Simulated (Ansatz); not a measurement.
# How KF (Carobbiite, Fm-3m) expands on warming, part 2 of 3

Aim: the lattice, expansion, heat capacity and bulk modulus of KF (Carobbiite) as it warms.

Experimental results on record:
- volume expansion coefficient 104.4 1e-6/K and heat capacity C_P per formula unit 49 J/mol/K near room temperature (given in “High-Throughput Prediction of Finite-Temperature Properties using the Quasi-Harmonic Approximation”, 2016, arXiv:1603.06924)
- volume expansion coefficient 95.1 1e-6/K near room temperature (given in “Descriptors for thermal expansion in solids”, 2017, arXiv:1701.03966)

Ansatz 0.2.0; DFT RPBE, scalar-relativistic, plane waves, PAW.

So far. Step 2 (A first coarse run): The start is under 4.1 GPa at this level and looks like an insulator or semiconductor on this mesh.

### Step 4. A second relaxation

The relaxation is run once more from where the first one ended, as the script does after a large change of volume or of the gap, with mesh and occupations reviewed.

Contents of input.yaml:

```yaml
crystal:
  lattice:
    - [0.0, 2.7907747822, 2.7907747822]
    - [2.7907747822, 0.0, 2.7907747822]
    - [2.7907747822, 2.7907747822, 0.0]
  atoms:
    - { symbol: K, position: [0.0, 0.0, 0.0] }
    - { symbol: F, position: [0.5, 0.5, 0.5] }
kpoints:
  mp_grid: { grid: [8, 8, 8] }
hamiltonian:
  xc: rpbe
scf:
  occupations: { method: gaussian, width: 0.02 }
output:
  forces: true
  stress: true
  eigenvalues: true
  write_density: true
  write_potential: true
  elf: true
  volumetric_format: npy
relax:
  adjacent_minimum: "off"
  f_tol: 0.005
  max_steps: 80
  cell: { stress_tol: 0.05 }
```

Started as:

```
ansatz run input.yaml --threads 4 --pin off --max-ram 8192MiB --backend cpu --events-out ev --progress --plain --runs-dir out
```

Numbers of over 12 decimals in the logs are rounded to 6 here.

The program printed:

```text
[...]
Crystal: 2 atoms, lattice volume = 43.471 Å³
Basis set: ecut = 420 eV, 869 PW (Γ), exchange–correlation on 54×54×54 points (8 copies of the dense FFT grid, shifted against one another)
Bands: 12, of which v1, the nominal top of the filled ones, is band 8 counted from 1 (7 counted from 0)
Symmetry: 48 space group operations
[...]
k-points: 29 of 512
[...]
SCF iter   1: F=—  HF=-2355.147816 eV  |F-HF|=—  |Δ(HF+E_count)|=         —  Δρ=5.12e-3  dr2=1.05e-2  ethr=1.77e-3  ⟨swp⟩=6.1  Hψ=2300  notcnv=0
[...]
SCF iter   6: F=-2355.145727 eV  HF=-2355.145727 eV  |F-HF|=7.99e-9  |Δ(HF+E_count)|=   4.41e-9  Δρ=4.45e-6  dr2=3.95e-9  ethr=6.25e-10  ⟨swp⟩=8.9  Hψ=2337  notcnv=0
SCF 1 converged in 6 iterations: F = -2355.145727 eV  dr2 = 3.95e-9
[...]
relax step   1: F+E_penalty+E_count = -2355.14572749 eV  Δ(F+E_penalty+E_count) = +0.000e0 eV  max|allowed force component| = 1.854e-29 eV/Å  Δτ_max = 0.0000 Å  P = +0.029 GPa  Ω = 43.471 Å³  (6 SCF iters, dr2 threshold 1.00e-7 eV, accepted)
[...]
SCF iter   1: F=—  HF=-2355.145723 eV  |F-HF|=—  |Δ(HF+E_count)|=         —  Δρ=1.16e-5  dr2=4.02e-8  ethr=9.55e-7  ⟨swp⟩=2.7  Hψ=3065  notcnv=0
eigensolver tolerance schedule: the retry pair's looser diagonalisation over-reported the residual by 3796.98 of it (diagonalisation noise at an unbounded share of the residual, at the tolerance the schedule requests for it); recorded, not acted on — ethr = c·dr2/N_el stays at c = 1.0e-1
[...]
SCF iter   2: F=—  HF=-2355.145728 eV  |F-HF|=—  |Δ(HF+E_count)|=   4.12e-6  Δρ=1.54e-5  dr2=6.77e-8  ethr=2.52e-10  ⟨swp⟩=2.7  Hψ=627  notcnv=0
[...]
SCF iter   7: F=-2355.145727 eV  HF=-2355.145727 eV  |F-HF|=5.46e-12  |Δ(HF+E_count)|=    0.00e0  Δρ=2.18e-7  dr2=1.40e-11  ethr=1.00e-12  ⟨swp⟩=4.0  Hψ=1363  notcnv=0
SCF 2 converged in 7 iterations: F = -2355.145727 eV  dr2 = 1.40e-11
relax step   2: F+E_penalty+E_count = -2355.14572749 eV  Δ(F+E_penalty+E_count) = -2.457e-9 eV  max|allowed force component| = 2.160e-29 eV/Å  Δτ_max = 0.0000 Å  P = +0.029 GPa  Ω = 43.471 Å³  stress off target by 2.90e-2 GPa  SCF on the basis re-selected at this cell (its energy is not comparable with the rows above)  (7 SCF iters)
[...]
SCF converged after 7 iterations
Free energy (F): -2355.145727 eV
[...]
Internal energy: -2355.145727 eV  (E = F + TS)
E sigma→0 (E₀):  -2355.145727 eV
Fermi energy:    3.782595 eV
[...]
--- Stress (GPa, compression-positive) ---
        0.028992      -0.000000       0.000000
       -0.000000       0.028992      -0.000000
        0.000000      -0.000000       0.028992
  P = ⅓ Tr σ = 0.0290 GPa (0.290 kbar)
--- Band table (eV; the first three rows and the last of 29) ---
  k-point 0: bands = [... 4 lower, -9.1263, 0.8591, 0.8591, 0.8591, 6.7060, 11.2460, 11.2460, 11.2460]
  k-point 1: bands = [... 4 lower, -9.1304, 0.7505, 0.8220, 0.8220, 7.0853, 11.0346, 11.4197, 11.4197]
  k-point 2: bands = [... 4 lower, -9.1402, 0.5172, 0.7339, 0.7339, 8.0607, 10.7031, 11.8384, 11.8384]
  k-point 28: bands = [... 4 lower, -9.1919, 0.5537, 0.6814, 0.6814, 10.3477, 10.3477, 11.4408, 13.3537]
--- Relaxed structure (1 steps of the walk, 1 accepted, 1 SCFs on fresh bases) ---
[...]
cell:  # Å, volume = 43.4715 Å³
    - [0.0, 2.7907747822, 2.7907747822]
    - [2.7907747822, 0.0, 2.7907747822]
    - [2.7907747822, 2.7907747822, 0.0]
  atoms:
    - { symbol: K, position: [0.0, 0.0, 0.0] }
    - { symbol: F, position: [0.5, 0.5, 0.5] }
```

Run time: 1 s. Hardware: 4 threads of Arm Neoverse V1, shared host; peak memory 0.3 GiB; 3 s of CPU time.

Little changed from the start: no atom moved by 0.005 Å and no cell edge by 0.1 %.

Numbers from this step:

```
pressure : 0.02899 GPa
```

Electrostatic potential energy in the ac plane of the conventional cell at fractional y = 0.000, with atoms of K and F within 0.2 Å of it. With pseudopotentials it is smooth inside the atoms' cores, unlike the true potential.

Values in eV, 14 rows by 15 columns, each cell a mean:
```
-42 -32  -9   3   7   6 -20 -36 -30  -3   8   5  -2 -22 -40
-24 -13  -1   5   7   8   3  -6  -1   7   8   6   2  -7 -20
  0   2   4   6   7   7   7   7   7   7   7   6   5   3   0
  6   6   6   6   6   6   5   4   5   5   6   6   6   6   6
  7   8   8   7   5   2  -3  -8  -5   0   4   6   7   8   7
-21  -4   8   7   4  -5 -24 -34 -30 -13   1   6   8   4 -16
-39 -24   5   7   2 -13 -37 -43 -41 -24  -2   5   8  -9 -36
-36 -18   6   7   3 -10 -33 -42 -39 -21  -1   6   8  -4 -31
 -6   4   8   7   4  -1 -14 -24 -20  -6   3   6   8   7  -2
  7   8   7   7   6   4   2   0   0   3   5   6   7   7   7
  4   5   6   6   6   6   6   6   6   6   6   6   6   5   5
 -8  -2   3   5   7   8   8   7   7   8   7   6   4   0  -6
-34 -23  -4   4   7   8  -5 -22 -14   4   8   6   1 -14 -31
-43 -36 -12   3   7   4 -26 -39 -35  -7   8   5  -3 -26 -42
```
Columns run along a (5.6 Å; values clipped at the 3rd and 97th percentile), rows up along c (5.6 Å), edges of the conventional cell, whose origin can differ from the input's. Atoms in or near the plane, at fractional coordinates: K at (0.00, 0.00), K at (0.50, 0.50), F at (0.50, 0.00), F at (0.00, 0.50).

ELF in the ac plane of the conventional cell at fractional y = 0.000, with atoms of K and F within 0.2 Å of it. It is the smooth field of the valence electrons, not physical close to the nuclei.

Ten even steps from '0' (0.01) to '9' (0.86), each cell a mean:
```
898217988840599
996115888620389
531001333200024
100000011000000
653003687510146
986117999940389
697129978950488
897128989950488
885016999830378
321001354200023
100000010000001
763003566410157
997116899730499
798217968840698
```
Columns run along a (5.6 Å), rows up along c (5.6 Å), edges of the conventional cell, whose origin can differ from the input's. Atoms in or near the plane, at fractional coordinates: K at (0.00, 0.00), K at (0.50, 0.50), F at (0.50, 0.00), F at (0.00, 0.50).

Valence density in the ac plane of the conventional cell at fractional y = 0.000, with atoms of K and F within 0.2 Å of it. It is the smooth field of the valence electrons, not physical close to the nuclei.

Ten steps, logarithmic in the rise over the least value, from '_' (0 e/Å³) to '@' (11 e/Å³), each cell a mean:
```
##**==....--##@@%%++::..--**##
**++::____::==++++--..__..==++
::::________..::....______..::
..__________......__________..
--::..____..--==--::______..--
##++::__..--**##**++::__..==**
@@##==..::++######**--..::**@@
@@##--....==######++--..::++%%
++==::____--++**++==..__..--++
::..________::::::..______....
....__________....__________..
==--..____..::----..______::==
##**--....::++##**==..__::++**
####==....==##@@@@++::..--**##
```
Columns run along a (5.6 Å), rows up along c (5.6 Å), edges of the conventional cell, whose origin can differ from the input's. Atoms in or near the plane, at fractional coordinates: K at (0.00, 0.00), K at (0.50, 0.50), F at (0.50, 0.00), F at (0.00, 0.50).

### Step 5. Tight relaxation

The relaxation is repeated with tighter thresholds on force and stress, since phonons are sensitive to what is left; a change of mesh or smearing in the input moves the cell too.

input.yaml, the sections that differ from step 4:

```yaml
scf:
  occupations: { method: fixed }
output:
  forces: true
  stress: true
  eigenvalues: true
relax:
  adjacent_minimum: "off"
  f_tol: 0.001
  max_steps: 60
  cell: { stress_tol: 0.01 }
# crystal, kpoints, hamiltonian: as in step 4
```

The program printed:

```text
[...]
Crystal: 2 atoms, lattice volume = 43.471 Å³
Basis set: ecut = 420 eV, 869 PW (Γ), exchange–correlation on 54×54×54 points (8 copies of the dense FFT grid, shifted against one another)
Bands: 12, of which v1, the nominal top of the filled ones, is band 8 counted from 1 (7 counted from 0)
Symmetry: 48 space group operations
[...]
k-points: 29 of 512
[...]
k-point 28: bands = [... 4 lower, -9.2032, 0.5474, 0.6743, 0.6743, 10.3362, 10.3362, 11.4274, 13.3381]
--- Relaxed structure (2 steps of the walk, 2 accepted, 1 SCFs on fresh bases) ---
[...]
cell:  # Å, volume = 43.5241 Å³
    - [0, 2.791900, 2.791900]
    - [2.791900, 0, 2.791900]
    - [2.791900, 2.791900, 0]
  atoms:
    - { symbol: K, position: [0, 0, 0] }
    - { symbol: F, position: [0.5, 0.5, 0.5] }
[key lines of the parts left out:]
SCF converged after 7 iterations
Free energy (F): -2355.145744 eV
Fermi energy:    0.852067 eV
P = ⅓ Tr σ = 0.0015 GPa (0.015 kbar)
```

Elapsed: 1.3 s, on 4 threads; peak memory 0.29 GiB; 3.9 s of CPU time.

Little changed from the start: no atom moved by 0.005 Å and no cell edge by 0.1 %.

Numbers from this step:

```
pressure          : 0.001521 GPa
gap on the k-mesh : 5.841 eV
volume per atom   : 21.76 Å³
```

The residual pressure is 0.0015 GPa, small enough for phonons.

### Step 6. A faulty attempt

This input was changed on purpose, to see how the program answers.

Contents of input.yaml:

```yaml
crystal:
  lattice:
    - [0.0, 2.7918995308, 2.7918995308]
    - [2.7918995308, 0.0, 2.7918995308]
    - [2.7918995308, 2.7918995308, 0.0]
  atoms:
    - { symbol: K, position: [0.0, 0.0, 0.0] }
    - { symbol: F, position: [0.5, 0.5, 0.5] }
kpoints:
  mp_grid: { grid: [8, 8, 8] }
hamiltonian:
  xc: rpbe
scf:
  occupations: { method: fixed }
  max_iter: 100
output:
  eigenvalues: true
phonons:
  method: dfpt
  qmesh: [4, 4, 4]
  amplitude: 0.01
  thermal_expansion: {}
```

The program printed:

```text
Error: invalid value for `phonons.amplitude`: set with method: dfpt — a finite-displacement knob (the displacement step); dfpt computes the analytic response in the run's own cell, with no displaced geometries; remove amplitude or use method: fd, without the keys that are dfpt's alone (method's entry in the input reference names them)
```

The job ended after 0.03 s (4 threads; peak memory 0.031 GiB).

The program refused the input before any cycle.

The program's message: “Error: invalid value for `phonons.amplitude`: set with method: dfpt — a finite-displacement knob (the displacement step); dfpt computes the analytic response in the run's own cell, with no displaced g …”

The fault put into the input: a displacement amplitude under linear response.

(Part 2 of 3 ends here.)

[Logs are printed without paths, hosts, clocks, repeated set-up lines and the standing remarks that a program may print on its own settings, such as how far it seeks lower states.]

[Hosts, paths, dates, database ids (printed as entryN), source tags and the programs' standing remarks are cut or masked in the printed files.]

[A step with changed settings may run another functional than the one named; its input shows which.]

[Pressures of single members of a volume series are the stress at the run's cutoff; with an incomplete basis they can lie off −dE/dV of the same runs, and they are not shown converged.]
